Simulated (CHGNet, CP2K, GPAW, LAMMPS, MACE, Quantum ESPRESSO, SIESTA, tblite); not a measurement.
**Glassy 68TiO2-32SiO2 (mol %) (84 atoms) in tblite**

Aim: run glassy 68TiO2-32SiO2 (mol %) (84 atoms) in tblite and see how near its forces come to a plane-wave reference, and at what cost.

Method: the method is named at each step, in tblite 0.8.0.

**1. Set-up**

The cell holds 84 atoms: 19 Ti, 9 Si and 56 O. Its edges and angles: a = 10.476 Å, b = 10.476 Å, c = 10.476 Å, α = 90.0°, β = 90.0°, γ = 90.0°. 84 atoms (19 Ti, 9 Si, 56 O) placed at random at 3.07 g/cm³, melted at 4000 K for 10 ps at fixed volume with the Morse and Coulomb pair potential with partial charges (Pedone, Malavasi, Menziani, Cormack and Segre, J. Phys. Chem. B 110, 11780 (2006)). Quenched from 4000 K to 300 K at 10 K/ps and fixed volume, held 10 ps at zero pressure.

The yardstick, on the same geometry:

- method: Kohn-Sham DFT, PBE, SSSP efficiency 1.3.0 pseudopotentials, plane waves (Quantum ESPRESSO 7.5); sssp-pbe-1.3.0-efficiency, cutoffs 60/480 Ry, Γ point
- r.m.s. force component: 1.133 eV/Å
- longest force: 4.744 eV/Å
- pressure: 6.093 GPa
- gap (highest filled to lowest empty level): 2.38 eV
- time: 8.6 min on 2 MPI ranks of Arm Neoverse V1, shared host
- CPU time: 17 min

**2. GFN1-xTB**

Method: GFN1-xTB tight binding, diagonalisation.

File run.py:

```python
import numpy as np
from ase.io import read
from tblite.ase import TBLite

atoms = read("structure.xyz")
atoms.calc = TBLite(method="GFN1-xTB", electronic_temperature=580, accuracy=1.0, max_iterations=250, mixer_damping=0.4, verbosity=1)
energy = atoms.get_potential_energy()
forces = atoms.get_forces()
print(f"energy {energy:.6f} eV")
print("forces (eV/A)")
for i, (a, f) in enumerate(zip(atoms, forces)):
    print(f"{i:4d} {a.symbol:2s} {f[0]:10.5f} {f[1]:10.5f} {f[2]:10.5f}")
stress = -atoms.get_stress(voigt=False) * 160.21766
print("stress (GPa, compression positive)")
for row in stress:
    print(" ".join(f"{x:10.4f}" for x in row))
print("charges (e)")
print(np.array2string(atoms.get_charges(), precision=4, suppress_small=True, max_line_width=110, threshold=100000))
```

File structure.xyz:

```xyz
84
Lattice="10.47594 0.00000 0.00000 0.00000 10.47594 0.00000 0.00000 0.00000 10.47594" Properties=species:S:1:pos:R:3 pbc="T T T"
Ti 5.31905 5.66246 5.51485
Ti 7.37202 8.61594 9.67652
Ti 2.67199 2.12997 4.45720
Ti 4.00181 3.12361 7.50685
Ti 2.00070 5.58682 8.46529
Ti 7.22746 0.49310 5.55466
Ti 5.77455 1.43112 9.86666
Ti 2.57006 9.25895 3.45601
Ti 2.73076 3.53050 0.38478
Ti 3.73321 6.24932 2.41659
Ti 7.50119 4.47930 9.42950
Ti 10.21855 2.85166 2.19691
Ti 9.90018 7.87497 7.49847
Ti 0.69445 0.74369 7.66378
Ti 8.23744 3.85996 6.18793
Ti 5.78450 10.14406 2.64413
Ti 0.75741 8.87029 0.60771
Ti 8.99464 0.98243 10.09221
Ti 0.07564 0.18700 4.52529
Si 5.15919 2.53036 2.15438
Si 4.89090 6.66416 9.95885
Si 7.40701 4.50759 3.21077
Si 4.78310 8.79874 6.33983
Si 10.24233 7.44242 4.51136
Si 7.86848 7.54739 2.29151
Si 10.40711 5.59478 0.36331
Si 3.28945 9.85430 9.00920
Si 0.93561 4.68002 5.45252
O 0.76485 6.90092 8.18213
O 9.40216 7.24254 5.86590
O 6.25770 0.66920 4.06875
O 10.42733 4.70548 1.67720
O 3.36906 2.25610 6.03058
O 6.83723 8.71001 2.89262
O 0.49017 1.23176 6.00837
O 1.11401 4.93637 9.86247
O 7.41435 0.06254 9.66468
O 4.70632 7.00914 1.08740
O 3.79711 9.04713 5.11634
O 5.21304 2.06659 8.28574
O 2.31455 0.71184 8.43376
O 7.86701 7.97952 0.79523
O 10.04527 4.26727 6.14906
O 2.07612 0.52181 4.05105
O 8.75191 3.75447 3.47969
O 6.99185 4.78792 4.95041
O 0.63558 8.84903 4.65834
O 2.66896 7.50643 2.88424
O 8.83604 10.26579 5.08617
O 4.36847 2.72029 0.61410
O 3.09753 4.95501 1.38680
O 1.43520 2.53486 1.12114
O 6.24167 3.58288 2.56619
O 3.96410 2.42885 3.18531
O 5.82829 7.93783 9.43034
O 4.57317 0.00618 9.78023
[... 24 atom lines left out ...]
O 1.17111 9.47978 2.16642
O 9.89809 9.92752 0.05385
O 0.58980 6.02691 4.62356
O 9.14717 7.61737 3.24513
```

The run is started by

```sh
$ OMP_NUM_THREADS=1 python run.py > output.txt
```

What it wrote:

```text
------------------------------------------------------------
  cycle        total energy    energy error   density error
------------------------------------------------------------
      1     -261.4192598633  -2.6228150E+02   1.2491884E+00
      2     -304.8872355748  -4.3467976E+01   2.3841268E+00
      3     -295.8561089296   9.0311266E+00   7.6954583E-01
      4     -301.9864502905  -6.1303414E+00   5.1563348E-01
      5     -294.9891383612   6.9973119E+00   4.2874821E-01
      6     -305.5200918017  -1.0530953E+01   2.8909626E-01
      7     -307.1337573521  -1.6136656E+00   2.1424182E-01
      8     -307.9968633666  -8.6310601E-01   1.5058835E-01
      9     -308.4131538408  -4.1629047E-01   8.7407015E-02
     10     -308.5865639637  -1.7341012E-01   4.2328729E-02
     11     -308.6407971274  -5.4233164E-02   1.4283657E-02
     12     -308.6516315035  -1.0834376E-02   7.5252836E-03
     13     -308.6548259045  -3.1944010E-03   4.1642190E-03
     14     -308.6542650923   5.6081219E-04   4.1589599E-03
     15     -308.6555619471  -1.2968548E-03   1.6085449E-03
     16     -308.6556101688  -4.8221697E-05   9.9546997E-04
     17     -308.6556573079  -4.7139089E-05   6.2511416E-04
     18     -308.6556742905  -1.6982581E-05   3.9124855E-04
     19     -308.6556837089  -9.4183744E-06   1.6961523E-04
     20     -308.6556853589  -1.6500978E-06   8.4420890E-05
     21     -308.6556855032  -1.4428542E-07   7.0716395E-05
     22     -308.6556858161  -3.1291239E-07   2.9073987E-05
     23     -308.6556858628  -4.6605749E-08   1.4142240E-05
------------------------------------------------------------
 total:                                   5.088 sec
energy -8398.949017 eV
forces (eV/A)
   0 Ti    0.23058   -0.01929   -0.63509
   1 Ti    0.74942    0.89626   -0.16549
   2 Ti   -0.28782   -0.42398    0.27689
   3 Ti    0.03082   -0.40254    0.37575
   4 Ti   -0.07742    0.34955    0.10415
   5 Ti   -0.12844   -0.76886   -1.18352
   6 Ti   -0.16126   -0.02875    0.17008
   7 Ti    0.56062   -0.20738   -0.38132
   8 Ti   -1.45316    0.23264    0.22054
   9 Ti   -0.28159    0.17889   -0.81719
  10 Ti   -0.72717   -0.24551    1.75051
  11 Ti    0.18570    0.04333   -0.67777
  12 Ti    0.76822    0.52748   -0.14195
  13 Ti   -0.69211   -1.00607    0.03009
  14 Ti   -0.19646   -0.51061   -0.42391
  15 Ti   -0.45397    0.30574    1.33489
  16 Ti    0.29385    0.69349   -0.01843
  17 Ti    0.76732   -0.31353   -0.67935
  18 Ti   -0.64434    0.92362    0.52651
  19 Si   -1.37429   -2.85265   -2.98800
  20 Si    1.77140   -0.62732    0.87968
  21 Si   -0.05187    0.55322    2.40583
  22 Si   -0.45564    1.51520   -0.54196
  23 Si   -0.20934    1.17425   -0.08216
[...]
76 O     0.81996    1.28084    0.57953
  77 O     0.04630   -0.12689   -0.25868
  78 O     0.12999   -0.04967    0.50306
  79 O    -0.67969   -0.05033   -0.39692
  80 O     0.27153   -0.43249   -0.63066
  81 O     0.08233    0.71684   -0.01355
  82 O     0.72458    0.74816   -1.43476
  83 O     2.18131   -0.16660    1.11143
stress (GPa, compression positive)
   -5.5193    -0.1141    -0.5921
   -0.1141    -6.2663    -0.6629
   -0.5921    -0.6629    -4.7485
charges (e)
[ 0.8696  0.8745  0.8725  0.8661  0.8985  0.8464  0.9192  0.9279  0.8654  0.8473  0.8634  0.9159  0.8526
  0.8356  0.9175  0.8456  0.8564  0.8378  0.8794  0.5726  0.5421  0.5473  0.5044  0.5567  0.5446  0.5246
  0.5324  0.5339 -0.44   -0.3612 -0.4394 -0.3697 -0.4323 -0.3698 -0.4435 -0.3534 -0.4646 -0.3496 -0.3784
 -0.4285 -0.3727 -0.3352 -0.3426 -0.4579 -0.3552 -0.378  -0.3592 -0.4437 -0.4471 -0.3639 -0.446  -0.457
 -0.1949 -0.3256 -0.3267 -0.3621 -0.4449 -0.4355 -0.3441 -0.4429 -0.3412 -0.3528 -0.4705 -0.4455 -0.3638
 -0.3497 -0.2319 -0.3375 -0.331  -0.4378 -0.4673 -0.4517 -0.4248 -0.2261 -0.3639 -0.3783 -0.4427 -0.4456
 -0.4377 -0.3308 -0.4458 -0.4533 -0.2292 -0.2252]
```

The job ended after 5.9 s (1 thread of Arm Neoverse V1, shared host; peak memory 0.12 GiB).

Banners, paths, timers and routine set-up lines are dropped from the logs unmarked, and long logs keep their key lines alone; longer cuts are marked.

Numbers from this run, and their distance from the reference:

| Quantity | Value |
| --- | --- |
| r.m.s. force component | 0.7936 eV/Å |
| r.m.s. difference of force components | 824.9 meV/Å |
| longest difference of force vectors | 3057 meV/Å |
| force difference over r.m.s. force | 72.78 % |
| slope of forces against the reference's | 0.4803 |
| correlation of force components | 0.686 |
| pressure | -5.511 GPa |
| pressure difference | -11.6 GPa |

Length of the force difference by element (eV/Å):

```csv
element,atoms,mean,most
O,56,1.2,2.6
Si,9,1.2,2.1
Ti,19,1.5,3.1
```

Local excerpt of 9 atoms (numbers count through the whole input) about O53, whose charge lies farthest from its element's mean; x, y, z are measured from there.

```csv
atom,x,y,z,distance (Å),bonds,Mulliken charge (e),Fx,Fy,Fz (eV/Å)
O53,0.00,0.00,0.00,0.00,2,-0.19,0.69,0.85,0.20
Si20,-1.08,-1.05,-0.41,1.56,4,0.57,-1.37,-2.85,-2.99
Si22,1.17,0.92,0.64,1.62,4,0.55,-0.05,0.55,2.41
O54,-2.28,-1.15,0.62,2.63,2,-0.33,-0.42,-0.18,0.99
O67,1.18,2.36,-0.07,2.64,2,-0.23,-0.25,0.49,-0.07
O45,2.51,0.17,0.91,2.68,2,-0.36,0.92,-0.85,-0.75
O76,-0.25,-2.49,-0.99,2.69,3,-0.38,-0.33,0.90,-0.33
O46,0.75,1.21,2.38,2.77,3,-0.38,-0.23,0.30,-0.30
O50,-1.87,-0.86,-1.95,2.84,3,-0.36,0.69,-0.17,0.76
```

Atoms are counted from 1 here, from 0 in the log.

Forces lie 73 % from the reference's, at 0.0056 times its CPU time (on 1 against 2 cores).

**3. Summary of results**

| Quantity | Value |
| --- | --- |
| force difference from the reference | tblite GFN1-xTB, 73 % |
| its CPU time | 5.8 s |

In words: Tight binding differs by 73 % (tblite GFN1-xTB); it is another model, with fitted parameters of its own, and the xTB methods hold dispersion. One electronic-structure run takes under half the reference's CPU time: tblite GFN1-xTB, at 73 % in 5.8 s against 17 min, too far off to be of use; its pressure misses by -11.6 GPa. Periodic xTB results under one method name differ between programs and library versions. The reference's pressure holds the uncorrected Pulay stress of its 60 Ry basis, so small pressure differences, and their order, may be the reference's own error. The quench rate of 10 K/ps is many orders above laboratory rates, so the cell is likely richer in defects and strain than a real sample. The network of bonds at the start is that of the classical potential that made the cell, and needn't be the one that DFT or experiment would give. The electronic-structure runs sample only Γ, in a cell whose shortest periodic width is 10 Å.

[Also dropped from logs without a mark: logging warnings of Python, and SIESTA's first energy breakdown and zero terms.]

[Logs are printed without paths, hosts, clocks, repeated set-up lines and the standing remarks that a program may print on its own settings, such as how far it seeks lower states.]

[Hosts, paths, dates, database ids (printed as entryN), source tags and the programs' standing remarks are cut or masked in the printed files.]
